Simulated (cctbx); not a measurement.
# CdCu4P4RhS17 across an absorption edge

Space group P42_12 (no. 90), a = 11.6230 Å, b = 11.6230 Å, c = 8.4160 Å, α = 90.00°, β = 90.00°, γ = 90.00°.

```
atom  mult.       x       y       z  Ueq (Å²)
 Cd1      2     1/2     1/2       0    0.0157
 Rh1      2       0     1/2  0.0138    0.0161
 Cu1      8  0.9844  0.2743  0.6005    0.0168
  S1      8  0.3379  0.3108  0.2344    0.0191
  S2      2       0     1/2  0.7737    0.0237
  S3      8  0.0926  0.3244  0.0932    0.0214
  S4      8  0.1535  0.1207  0.2670    0.0212
  S5      8  0.1317  0.3408  0.4384    0.0205
  P1      8  0.1832  0.2680  0.2499    0.0285
```

This is a model crystal, built by substitution and not relaxed, with assumed displacement parameters.

Calculated with cctbx: free-atom f′ and f″ from the Sasaki tables, no fine structure; amplitudes in electrons.

How do |F(hkl)| and |F(−h−k−l)| change across the Cd K edge?

```text
E (eV)    f'(Cd)   f''           |F|1 1 1        |F|3 1 0        |F|3 0 1        |F|1 1 0
  26111   -3.33   0.58       25.3/  25.3     21.7/  21.7    184.4/ 184.4     84.1/  84.1
  26461   -4.12   0.57       23.5/  23.5     19.9/  19.9    184.3/ 184.3     85.9/  85.9
  26591   -4.79   0.56       22.1/  22.1     18.5/  18.5    184.3/ 184.3     87.3/  87.3
  26651   -5.43   0.56       20.8/  20.8     17.3/  17.3    184.3/ 184.3     88.6/  88.6
  26681   -6.07   0.56       19.6/  19.6     16.1/  16.1    184.3/ 184.3     89.9/  89.9
  26696   -6.69   0.56       18.4/  18.4     14.9/  14.9    184.3/ 184.3     91.1/  91.1
  26703   -7.20   0.56       17.4/  17.4     13.9/  13.9    184.3/ 184.3     92.1/  92.1
  26707   -7.80   0.56       16.2/  16.2     12.8/  12.8    184.3/ 184.3     93.3/  93.3
  26715   -8.69   3.60       14.1/  14.1     10.6/  10.6    184.3/ 184.3     95.0/  95.0
  26719   -7.80   3.60       15.8/  15.8     12.3/  12.3    184.3/ 184.3     93.2/  93.2
  26726   -6.93   3.60       17.5/  17.5     14.0/  14.0    184.3/ 184.3     91.5/  91.5
  26741   -6.18   3.59       19.0/  19.0     15.5/  15.5    184.3/ 184.3     90.0/  90.0
  26771   -5.46   3.59       20.4/  20.4     16.8/  16.8    184.3/ 184.3     88.6/  88.6
  26861   -4.53   3.57       22.2/  22.2     18.6/  18.6    184.3/ 184.3     86.8/  86.8
  27111   -3.53   3.51       24.0/  24.0     20.4/  20.4    184.2/ 184.2     84.9/  84.9
```

The edge is at 26711 eV. f′ of Cd falls from -4.8 e at 26591 eV to -7.8 e at 4 eV below it, and f″ steps from 0.56 to 3.60 e across it. Over that approach |F| changes by -27 % (1 1 1), -31 % (3 1 0), +0 % (3 0 1) and +7 % (1 1 0): a reflection falls where Cd scatters in phase with the total and rises where it scatters against it; it hardly moves where the Cd term is small or cancels by symmetry or lies in quadrature to the total. The f″ term interferes with the normal scattering with opposite sign for the two Friedel mates. These reflections are centric, so their Friedel mates stay equal.

[Logs are printed without paths, hosts, clocks, repeated set-up lines and the standing remarks that a program may print on its own settings, such as how far it seeks lower states.]
